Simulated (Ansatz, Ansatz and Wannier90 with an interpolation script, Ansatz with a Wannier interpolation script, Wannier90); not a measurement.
Planning a run of Ansatz 0.2.0 on SnO2 (Cassiterite). The input:

```yaml
crystal:
  lattice:
    - [4.738, 0.0, 0.0]
    - [0.0, 4.738, 0.0]
    - [0.0, 0.0, 3.1865]
  atoms:
    - { symbol: Sn, position: [0.0, 0.0, 0.0] }
    - { symbol: Sn, position: [0.5, 0.5, 0.5] }
    - { symbol: O, position: [0.3060852429, 0.3060852429, 0.0] }
    - { symbol: O, position: [0.1939147571, 0.8060852429, 0.5] }
    - { symbol: O, position: [0.6939147571, 0.6939147571, 0.0] }
    - { symbol: O, position: [0.8060852429, 0.1939147571, 0.5] }
kpoints:
  mp_grid: { grid: [4, 4, 6] }
hamiltonian:
  xc: lda
scf:
  occupations: { method: fixed }
gw:
  n_empty_bands: 240
  ecut_chi: 130.0
  qp_bands: [v12, c2]
  screening: { model: contour_deformation }
```

```sh
ansatz run input.yaml --threads 14 --pin off --max-ram 73728MiB --backend cpu --events-out ev --progress --plain --runs-dir out
```

Q: How long will it take on 14 threads of Arm Neoverse V2, shared host, and how much memory?

It took 2.8 min; on shared hardware allow 84 s to 5.6 min. Peak host memory was 1.9 GiB. The sizes that set the cost: 1411 plane waves a state, 24 irreducible k points, 266 bands summed, 249 plane waves in the screening and 6 SCF cycles.

The screening grows as filled bands × empty bands × pairs of k points, times the square of the screening basis for the matrix.

[Paths, hosts, dates, memory and timing lines, banners, echoed tables and standing remarks are left out of the program output.]

[Logs are printed without paths, hosts, clocks, repeated set-up lines and the standing remarks that a program may print on its own settings, such as how far it seeks lower states.]

[Runs of the session that timed out or met a known fault of the program may be left out.]

[Hosts, paths, dates, database ids (printed as entryN), source tags and the programs' standing remarks are cut or masked in the printed files.]
